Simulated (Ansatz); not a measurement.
# Resistivity from frozen vibrations: Mg(0001) with 2 thermally displaced layers, 2x2, part 2 of 2

How much do lattice vibrations at 180 K scatter the electrons of Mg? Layers with random displacements are laid between perfect leads, and the resistance is followed against their length.

Ansatz 0.2.0; Ansatz plane-wave DFT, PBE, PAW files; ballistic transport by layer matching (Landauer), zero bias; PAW set soft_1.

So far, open channels per spin nearest the Fermi level: step 2 (with 2 displaced layers) 3.77.

## Step 3: With 6 displaced layers

Each atom of 6 layers is moved at random, by amounts drawn from a normal law 0.0873 Å wide in each direction from the Debye model (400 K) at 180 K. A fresh draw is used; the growth of the resistance with length is what counts.

System of this step: Mg(0001) with 6 thermally displaced layers, 2x2. The cell holds 64 atoms: 64 Mg. Its edges and angles: a = 6.419 Å, b = 6.419 Å, c = 41.683 Å, α = 90.0°, β = 90.0°, γ = 120.0°. It derives from Mg. Regions: lead, 40 atoms (40 Mg); scattering region, 24 atoms (24 Mg). The structure is stacked along c, and the current runs across the ab planes.

Input file input.yaml:

```yaml
crystal:
  lattice:
    - [6.41854, 0.0, 0.0]
    - [-3.20927, 5.5586186952, 0.0]
    - [0.0, 0.0, 41.68264]
  atoms:
    - { symbol: Mg, position: [0.1666666667, 0.3333333333, 0.03125] }
    - { symbol: Mg, position: [0.1666666667, 0.8333333333, 0.03125] }
    - { symbol: Mg, position: [0.6666666667, 0.3333333333, 0.03125] }
    - { symbol: Mg, position: [0.6666666667, 0.8333333333, 0.03125] }
    - { symbol: Mg, position: [0.3333333333, 0.1666666667, 0.09375] }
    - { symbol: Mg, position: [0.3333333333, 0.6666666667, 0.09375] }
    - { symbol: Mg, position: [0.8333333333, 0.1666666667, 0.09375] }
    - { symbol: Mg, position: [0.8333333333, 0.6666666667, 0.09375] }
    - { symbol: Mg, position: [0.1666666667, 0.3333333333, 0.15625] }
    - { symbol: Mg, position: [0.1666666667, 0.8333333333, 0.15625] }
    - { symbol: Mg, position: [0.6666666667, 0.3333333333, 0.15625] }
    - { symbol: Mg, position: [0.6666666667, 0.8333333333, 0.15625] }
    - { symbol: Mg, position: [0.3333333333, 0.1666666667, 0.21875] }
    - { symbol: Mg, position: [0.3333333333, 0.6666666667, 0.21875] }
    - { symbol: Mg, position: [0.8333333333, 0.1666666667, 0.21875] }
    - { symbol: Mg, position: [0.8333333333, 0.6666666667, 0.21875] }
    - { symbol: Mg, position: [0.1666666667, 0.3333333333, 0.28125] }
    - { symbol: Mg, position: [0.1666666667, 0.8333333333, 0.28125] }
    - { symbol: Mg, position: [0.6666666667, 0.3333333333, 0.28125] }
    - { symbol: Mg, position: [0.6666666667, 0.8333333333, 0.28125] }
    - { symbol: Mg, position: [0.3463568965, 0.1681428235, 0.3421931741] }
    - { symbol: Mg, position: [0.317206066, 0.6594795738, 0.3442110704] }
    - { symbol: Mg, position: [0.8179622262, 0.1633822457, 0.343416596] }
    - { symbol: Mg, position: [0.8423730709, 0.6700371889, 0.344494121] }
    - { symbol: Mg, position: [0.156758255, 0.3312981735, 0.4078915797] }
    - { symbol: Mg, position: [0.1770897429, 0.813563811, 0.4094200311] }
    - { symbol: Mg, position: [0.6911020006, 0.3456012835, 0.4068037482] }
    - { symbol: Mg, position: [0.6738446429, 0.8562267982, 0.4103546186] }
    - { symbol: Mg, position: [0.3681568683, 0.1873160869, 0.469498325] }
    - { symbol: Mg, position: [0.3168675177, 0.666596729, 0.4701246042] }
    - { symbol: Mg, position: [0.8189161079, 0.1728707714, 0.469650099] }
    - { symbol: Mg, position: [0.8335018397, 0.6480739517, 0.4673644496] }
    - { symbol: Mg, position: [0.1515480093, 0.3149654054, 0.5348920923] }
    - { symbol: Mg, position: [0.1625059174, 0.8384987296, 0.5307085705] }
    - { symbol: Mg, position: [0.6985648851, 0.3540653011, 0.532576188] }
    - { symbol: Mg, position: [0.637111575, 0.8341502789, 0.5326815823] }
    - { symbol: Mg, position: [0.3421342023, 0.1569644496, 0.597565141] }
    - { symbol: Mg, position: [0.3101843997, 0.6562795242, 0.5957079173] }
    - { symbol: Mg, position: [0.8497209093, 0.1981077187, 0.5941447436] }
    - { symbol: Mg, position: [0.8217588896, 0.6607382619, 0.5914652304] }
    - { symbol: Mg, position: [0.1542419136, 0.343231892, 0.6574669131] }
    - { symbol: Mg, position: [0.178345904, 0.8214847078, 0.6597868512] }
    - { symbol: Mg, position: [0.6751192141, 0.3580542862, 0.6553437823] }
    - { symbol: Mg, position: [0.6586265185, 0.8372553988, 0.6584097774] }
    - { symbol: Mg, position: [0.3333333333, 0.1666666667, 0.71875] }
    - { symbol: Mg, position: [0.3333333333, 0.6666666667, 0.71875] }
    - { symbol: Mg, position: [0.8333333333, 0.1666666667, 0.71875] }
    - { symbol: Mg, position: [0.8333333333, 0.6666666667, 0.71875] }
    - { symbol: Mg, position: [0.1666666667, 0.3333333333, 0.78125] }
    - { symbol: Mg, position: [0.1666666667, 0.8333333333, 0.78125] }
    - { symbol: Mg, position: [0.6666666667, 0.3333333333, 0.78125] }
    - { symbol: Mg, position: [0.6666666667, 0.8333333333, 0.78125] }
    - { symbol: Mg, position: [0.3333333333, 0.1666666667, 0.84375] }
    - { symbol: Mg, position: [0.3333333333, 0.6666666667, 0.84375] }
    - { symbol: Mg, position: [0.8333333333, 0.1666666667, 0.84375] }
    - { symbol: Mg, position: [0.8333333333, 0.6666666667, 0.84375] }
    - { symbol: Mg, position: [0.1666666667, 0.3333333333, 0.90625] }
    - { symbol: Mg, position: [0.1666666667, 0.8333333333, 0.90625] }
    - { symbol: Mg, position: [0.6666666667, 0.3333333333, 0.90625] }
    - { symbol: Mg, position: [0.6666666667, 0.8333333333, 0.90625] }
    - { symbol: Mg, position: [0.3333333333, 0.1666666667, 0.96875] }
    - { symbol: Mg, position: [0.3333333333, 0.6666666667, 0.96875] }
    - { symbol: Mg, position: [0.8333333333, 0.1666666667, 0.96875] }
    - { symbol: Mg, position: [0.8333333333, 0.6666666667, 0.96875] }
kpoints:
  mp_grid: { grid: [4, 4, 1] }
hamiltonian:
  xc: pbe
  pseudopotentials: { kind: paw, azcp: { folder: soft_1 } }
scf:
  occupations: { method: fermi_dirac, width: 0.1 }
output:
  transmission: { leads: [[0, 8]], kmesh: [8, 8], e_range: [-0.05, 0.05], de: 0.05 }
  write_potential: true
  write_density: true
  volumetric_format: npy
```

Launch:

```bash
$ ansatz run input.yaml --threads 4 --pin off --max-ram 15360MiB --backend cpu --events-out ev --progress --plain --runs-dir out
```

Numbers of over 12 decimals in the logs are rounded to 6 here.

What it wrote:

```text
[...]
Crystal: 64 atoms, lattice volume = 1487.162 Å³
Basis set: ecut = 420 eV, 29155 PW (Γ)
Bands: 384, of which v1, the nominal top of the filled ones, is band 320 counted from 1 (319 counted from 0)
Symmetry: 1 space group operations
[...]
k-points: 10 of 16 (time reversal used)
[...]
SCF iter   1: F=—  HF=-123124.065223 eV  |F-HF|=—  |Δ(HF+E_count)|=         —  Δρ=1.34e-2  dr2=3.91e0  ethr=3.10e-3  ⟨swp⟩=8.6  Hψ=15705  notcnv=0  defer=25
[...]
SCF iter   8: F=-123123.611445 eV  HF=-123123.611445 eV  |F-HF|=6.74e-8  |Δ(HF+E_count)|=   8.04e-8  Δρ=8.98e-7  dr2=7.22e-8  ethr=1.56e-11  ⟨swp⟩=11.0  Hψ=13749  notcnv=0
SCF 1 converged in 8 iterations: F = -123123.611445 eV  dr2 = 7.22e-8
[...]
transmission: 222 of 2210 steps passed
transmission: 442 of 2210 steps passed
[...]
transmission: 2210 of 2210 steps passed
SCF converged after 8 iterations
Free energy (F): -123123.611445 eV
[...]
Internal energy: -123122.968679 eV  (E = F + TS)
E sigma→0 (E₀):  -123123.290062 eV
Entropy (-TS):   -0.642766 eV (-10.043 meV/atom)
Fermi energy:    5.515156 eV
[...]
--- Band table (eV; the first three rows and the last of 10) ---
  k-point 0: bands = [... 316 lower, 4.4059, 4.4216, 4.4372, 4.4482, 4.4585, 5.0446, 5.0553, 5.0588, ... 60 higher]
  k-point 1: bands = [... 316 lower, 4.9840, 5.0162, 5.2619, 5.2726, 5.6649, 5.6833, 5.6885, 5.6909, ... 60 higher]
  k-point 2: bands = [... 316 lower, 6.0028, 6.0311, 6.0369, 6.0648, 6.4735, 6.5019, 6.5229, 6.5650, ... 60 higher]
  k-point 9: bands = [... 316 lower, 5.9778, 6.0133, 6.0425, 6.0657, 6.4500, 6.4976, 6.5036, 6.5597, ... 60 higher]
--- Transmission ---
  basis      : 313 plane waves across, 65 finite elements along
  points     : 34, standing for a mesh of 8 x 8
[...]
channels       : 3.765625e0 a spin
[...]
junction   : crystal 0 to crystal 0, 0.70 to 37.17 Å
    transmission   : 3.568252e0 a spin
[...]
```

Wall time 15 min (4 threads of Arm Neoverse V1, shared host); peak memory 9.6 GiB; 56 min of CPU time.

Numbers from this step:

| Quantity | Value |
| --- | --- |
| free energy | -123123.6114 eV |
| energy at zero smearing | -123123.2901 eV |
| Fermi energy | 5.515 eV |
| transmission per spin nearest the Fermi level | 3.568 |
| step of the lead's potential | 6.4 meV |

Per spin. Transmission, zone mean against energy, zero at the Fermi level:

| energy (eV) | transmission, zone mean |
| --- | --- |
| -0.0500 | 3.52 |
| 0.0000 | 3.57 |
| 0.0500 | 3.54 |

Over the solved energies the transmission per spin lies between 3.52 and 3.57, out of 3.77 channels of the lead on average (up to 3.77).

## Step 4: With 10 displaced layers

Each atom of 10 layers is moved at random, by amounts drawn from a normal law 0.0873 Å wide in each direction from the Debye model (400 K) at 180 K. A fresh draw is used; the growth of the resistance with length is what counts.

System of this step: Mg(0001) with 10 thermally displaced layers, 2x2. The cell holds 80 atoms: 80 Mg. Cell: a = 6.419 Å, b = 6.419 Å, c = 52.103 Å, α = 90.0°, β = 90.0°, γ = 120.0°. It derives from Mg. Regions: lead, 40 atoms (40 Mg); scattering region, 40 atoms (40 Mg). The structure is stacked along c, and the current runs across the ab planes.

Input file input.yaml:

```yaml
crystal:
  lattice:
    - [6.41854, 0.0, 0.0]
    - [-3.20927, 5.5586186952, 0.0]
    - [0.0, 0.0, 52.1033]
  atoms:
    - { symbol: Mg, position: [0.1666666667, 0.3333333333, 0.025] }
    - { symbol: Mg, position: [0.1666666667, 0.8333333333, 0.025] }
    - { symbol: Mg, position: [0.6666666667, 0.3333333333, 0.025] }
    - { symbol: Mg, position: [0.6666666667, 0.8333333333, 0.025] }
    - { symbol: Mg, position: [0.3333333333, 0.1666666667, 0.075] }
    - { symbol: Mg, position: [0.3333333333, 0.6666666667, 0.075] }
    - { symbol: Mg, position: [0.8333333333, 0.1666666667, 0.075] }
    - { symbol: Mg, position: [0.8333333333, 0.6666666667, 0.075] }
    - { symbol: Mg, position: [0.1666666667, 0.3333333333, 0.125] }
    - { symbol: Mg, position: [0.1666666667, 0.8333333333, 0.125] }
    - { symbol: Mg, position: [0.6666666667, 0.3333333333, 0.125] }
    - { symbol: Mg, position: [0.6666666667, 0.8333333333, 0.125] }
    - { symbol: Mg, position: [0.3333333333, 0.1666666667, 0.175] }
    - { symbol: Mg, position: [0.3333333333, 0.6666666667, 0.175] }
    - { symbol: Mg, position: [0.8333333333, 0.1666666667, 0.175] }
    - { symbol: Mg, position: [0.8333333333, 0.6666666667, 0.175] }
    - { symbol: Mg, position: [0.1666666667, 0.3333333333, 0.225] }
    - { symbol: Mg, position: [0.1666666667, 0.8333333333, 0.225] }
    - { symbol: Mg, position: [0.6666666667, 0.3333333333, 0.225] }
    - { symbol: Mg, position: [0.6666666667, 0.8333333333, 0.225] }
    - { symbol: Mg, position: [0.3309258476, 0.157472844, 0.2727532776] }
    - { symbol: Mg, position: [0.3182218089, 0.6745596632, 0.2766579017] }
    - { symbol: Mg, position: [0.8226645378, 0.1497972667, 0.2764624624] }
    - { symbol: Mg, position: [0.810324193, 0.6554702553, 0.276040288] }
    - { symbol: Mg, position: [0.1391023428, 0.3394000091, 0.3240256738] }
    - { symbol: Mg, position: [0.1675583408, 0.8321446875, 0.3253385686] }
    - { symbol: Mg, position: [0.6701522282, 0.321425607, 0.327380335] }
    - { symbol: Mg, position: [0.6831642045, 0.846581406, 0.326951303] }
    - { symbol: Mg, position: [0.3506697956, 0.1799201725, 0.3751266294] }
    - { symbol: Mg, position: [0.3128716873, 0.6645462233, 0.37371096] }
    - { symbol: Mg, position: [0.8160158172, 0.1707248258, 0.3740476036] }
    - { symbol: Mg, position: [0.8111414748, 0.6502897326, 0.3754496345] }
    - { symbol: Mg, position: [0.1819263695, 0.3540982195, 0.4249766911] }
    - { symbol: Mg, position: [0.1918427162, 0.8553513341, 0.4269266813] }
    - { symbol: Mg, position: [0.6441492471, 0.3526258083, 0.4255689089] }
    - { symbol: Mg, position: [0.6753436137, 0.8391622505, 0.4256411694] }
    - { symbol: Mg, position: [0.3348589802, 0.1610311024, 0.4718145065] }
    - { symbol: Mg, position: [0.325542304, 0.6540466764, 0.4768094182] }
    - { symbol: Mg, position: [0.8300620096, 0.1679773752, 0.4735767964] }
    - { symbol: Mg, position: [0.8262992895, 0.6664855775, 0.4725117979] }
    - { symbol: Mg, position: [0.1699226556, 0.3316678142, 0.5230137607] }
    - { symbol: Mg, position: [0.1380831443, 0.8413891457, 0.5245015069] }
    - { symbol: Mg, position: [0.6576055357, 0.3296252942, 0.5280428402] }
    - { symbol: Mg, position: [0.6666695044, 0.8346934067, 0.522508954] }
    - { symbol: Mg, position: [0.3629371071, 0.1810728264, 0.5767872586] }
    - { symbol: Mg, position: [0.3411781308, 0.6810597438, 0.5756213856] }
    - { symbol: Mg, position: [0.8404766971, 0.1642769721, 0.5725310405] }
    - { symbol: Mg, position: [0.8321326868, 0.6362844294, 0.574598074] }
    - { symbol: Mg, position: [0.1556981873, 0.3169586123, 0.6260270633] }
    - { symbol: Mg, position: [0.1605127649, 0.8264737395, 0.6258708044] }
    - { symbol: Mg, position: [0.6710907963, 0.3551427388, 0.6255887343] }
    - { symbol: Mg, position: [0.644952462, 0.802804986, 0.6228093385] }
    - { symbol: Mg, position: [0.3477148893, 0.1658720947, 0.6745257276] }
    - { symbol: Mg, position: [0.3456085317, 0.646526839, 0.6740189448] }
    - { symbol: Mg, position: [0.8315102937, 0.1758731835, 0.6738884898] }
    - { symbol: Mg, position: [0.8123901904, 0.6414630247, 0.6762217578] }
    - { symbol: Mg, position: [0.173888664, 0.3258533885, 0.7252736163] }
    - { symbol: Mg, position: [0.1453849814, 0.8259250448, 0.7273082522] }
    - { symbol: Mg, position: [0.6866507137, 0.3696100651, 0.7236813469] }
    - { symbol: Mg, position: [0.6730225456, 0.8302635512, 0.7259478206] }
    - { symbol: Mg, position: [0.3333333333, 0.1666666667, 0.775] }
    - { symbol: Mg, position: [0.3333333333, 0.6666666667, 0.775] }
    - { symbol: Mg, position: [0.8333333333, 0.1666666667, 0.775] }
    - { symbol: Mg, position: [0.8333333333, 0.6666666667, 0.775] }
    - { symbol: Mg, position: [0.1666666667, 0.3333333333, 0.825] }
    - { symbol: Mg, position: [0.1666666667, 0.8333333333, 0.825] }
    - { symbol: Mg, position: [0.6666666667, 0.3333333333, 0.825] }
    - { symbol: Mg, position: [0.6666666667, 0.8333333333, 0.825] }
    - { symbol: Mg, position: [0.3333333333, 0.1666666667, 0.875] }
    - { symbol: Mg, position: [0.3333333333, 0.6666666667, 0.875] }
    - { symbol: Mg, position: [0.8333333333, 0.1666666667, 0.875] }
    - { symbol: Mg, position: [0.8333333333, 0.6666666667, 0.875] }
    - { symbol: Mg, position: [0.1666666667, 0.3333333333, 0.925] }
    - { symbol: Mg, position: [0.1666666667, 0.8333333333, 0.925] }
    - { symbol: Mg, position: [0.6666666667, 0.3333333333, 0.925] }
    - { symbol: Mg, position: [0.6666666667, 0.8333333333, 0.925] }
    - { symbol: Mg, position: [0.3333333333, 0.1666666667, 0.975] }
    - { symbol: Mg, position: [0.3333333333, 0.6666666667, 0.975] }
    - { symbol: Mg, position: [0.8333333333, 0.1666666667, 0.975] }
    - { symbol: Mg, position: [0.8333333333, 0.6666666667, 0.975] }
kpoints:
  mp_grid: { grid: [4, 4, 1] }
hamiltonian:
  xc: pbe
  pseudopotentials: { kind: paw, azcp: { folder: soft_1 } }
scf:
  occupations: { method: fermi_dirac, width: 0.1 }
output:
  transmission: { leads: [[0, 8]], kmesh: [8, 8], e_range: [-0.05, 0.05], de: 0.05 }
  write_potential: true
  write_density: true
  volumetric_format: npy
```

What it wrote:

```text
[...]
Crystal: 80 atoms, lattice volume = 1858.953 Å³
Basis set: ecut = 420 eV, 36475 PW (Γ)
Bands: 480, of which v1, the nominal top of the filled ones, is band 400 counted from 1 (399 counted from 0)
Symmetry: 1 space group operations
[...]
k-points: 10 of 16 (time reversal used)
[...]
SCF iter   1: F=—  HF=-153904.718856 eV  |F-HF|=—  |Δ(HF+E_count)|=         —  Δρ=1.34e-2  dr2=5.00e0  ethr=3.10e-3  ⟨swp⟩=8.6  Hψ=19761  notcnv=0  defer=54
[...]
SCF iter   8: F=-153904.124938 eV  HF=-153904.124938 eV  |F-HF|=7.56e-8  |Δ(HF+E_count)|=   5.89e-8  Δρ=1.00e-6  dr2=7.72e-8  ethr=1.25e-11  ⟨swp⟩=10.8  Hψ=16583  notcnv=0
SCF 1 converged in 8 iterations: F = -153904.124938 eV  dr2 = 7.72e-8
[...]
transmission: 282 of 2788 steps passed
transmission: 558 of 2788 steps passed
[...]
transmission: 2788 of 2788 steps passed
SCF converged after 8 iterations
Free energy (F): -153904.124938 eV
[...]
Internal energy: -153903.234864 eV  (E = F + TS)
E sigma→0 (E₀):  -153903.679901 eV
Entropy (-TS):   -0.890074 eV (-11.126 meV/atom)
Fermi energy:    5.485347 eV
[...]
--- Band table (eV; the first three rows and the last of 10) ---
  k-point 0: bands = [... 396 lower, 4.4066, 4.4426, 4.4505, 4.4574, 4.4694, 5.0208, 5.0409, 5.0431, ... 76 higher]
  k-point 1: bands = [... 396 lower, 4.9750, 4.9901, 5.4184, 5.4390, 5.4687, 5.4757, 5.5558, 5.5634, ... 76 higher]
  k-point 2: bands = [... 396 lower, 6.1367, 6.1757, 6.1927, 6.2202, 6.2541, 6.2671, 6.3109, 6.3270, ... 76 higher]
  k-point 9: bands = [... 396 lower, 6.1661, 6.1710, 6.1800, 6.1894, 6.2575, 6.2760, 6.3028, 6.3289, ... 76 higher]
--- Transmission ---
  basis      : 313 plane waves across, 82 finite elements along
  points     : 34, standing for a mesh of 8 x 8
[...]
channels       : 3.765625e0 a spin
[...]
junction   : crystal 0 to crystal 0, 0.70 to 47.59 Å
    transmission   : 3.416289e0 a spin
[...]
```

Elapsed: 21 min, on 4 threads; peak memory 9.8 GiB.

Numbers from this step:

- free energy: -153904.1249 eV
- energy at zero smearing: -153903.6799 eV
- Fermi energy: 5.485 eV
- transmission per spin nearest the Fermi level: 3.416
- step of the lead's potential: 1.6 meV

Per spin. The transmission, zone mean by energy, zero at the Fermi level:

| energy (eV) | transmission, zone mean |
| --- | --- |
| -0.0500 | 3.22 |
| 0.0000 | 3.42 |
| 0.0500 | 3.44 |

Over the solved energies the transmission per spin lies between 3.22 and 3.44, out of 3.70 channels of the lead on average (up to 3.77).

## Step 5: Resistance against length

This step: Ansatz plane-wave DFT, PBE, PAW files; ballistic transport by layer matching (Landauer), zero bias; resistivity from the slope of the area resistance; PAW set soft_1 (Ansatz 0.2.0).

This step gave:

- resistivity: 5.213 µΩ cm
- intercept: -0.007495 fΩ m²
- scatter about the fit: 0.002359 fΩ m²

Resistance, by row:

| run | length (Å) | T | channels N | RA (fΩ m²) |
| --- | --- | --- | --- | --- |
| n2 | 5.21 | 3.681 | 3.734 | 0.018 |
| n6 | 15.63 | 3.542 | 3.766 | 0.07732 |
| n10 | 26.05 | 3.361 | 3.703 | 0.1266 |

Table of area resistance by length of the displaced region:

| length of the displaced region (Å) | area resistance (fΩ m²) |
| --- | --- |
| 5.21 | 0.0180 |
| 15.63 | 0.0773 |
| 26.05 | 0.127 |

The area resistance goes from 0.018 to 0.13 fΩ m² between 5.2 and 26.1 Å, a slope of 5.2 µΩ cm.

By hand from the end points: (0.1266 − 0.01800) fΩ m² / (26.05 − 5.21) Å = 5.2 µΩ cm, since 1 fΩ m² per Å is 1000 µΩ cm.

## Step 6: What came out

* resistivity from the slope: 5.21 µΩ cm
* area resistance over 5.21 Å: 0.0180 fΩ m²
* area resistance over 15.6 Å: 0.0773 fΩ m²
* area resistance over 26.1 Å: 0.127 fΩ m²

What this shows: The slope gives 5.2 µΩ cm. The points scatter by 0.0024 fΩ m² about the line, with one random draw a length in a 2x2 cell, so the slope is a rough value. The mean square of the displacements drawn is 0.73, 0.99 and 0.93 of the nominal one at the three lengths; with each resistance scaled back by that, the slope is 5.4 µΩ cm, the value used below. The lead's own channel count moves between the runs (3.73, 3.77 and 3.70), which shifts RA and the slope too. Read with a model of isotropic scattering on a spherical Fermi surface and the lead's 0.81×10¹⁵ S/m², this slope means a mean free path near 205 Å; over these lengths the model's slope is 1.19 times its bulk resistivity, which would be 4.5 µΩ cm. Uncorrelated displacements put too much weight on short waves, which scatter strongly; with the sideways repeat of a small cell, one draw and three short lengths, the method is good to a factor of two or three.

[Logs are printed without paths, hosts, clocks, repeated set-up lines and the standing remarks that a program may print on its own settings, such as how far it seeks lower states.]

[Hosts, paths, dates, database ids (printed as entryN), source tags and the programs' standing remarks are cut or masked in the printed files.]
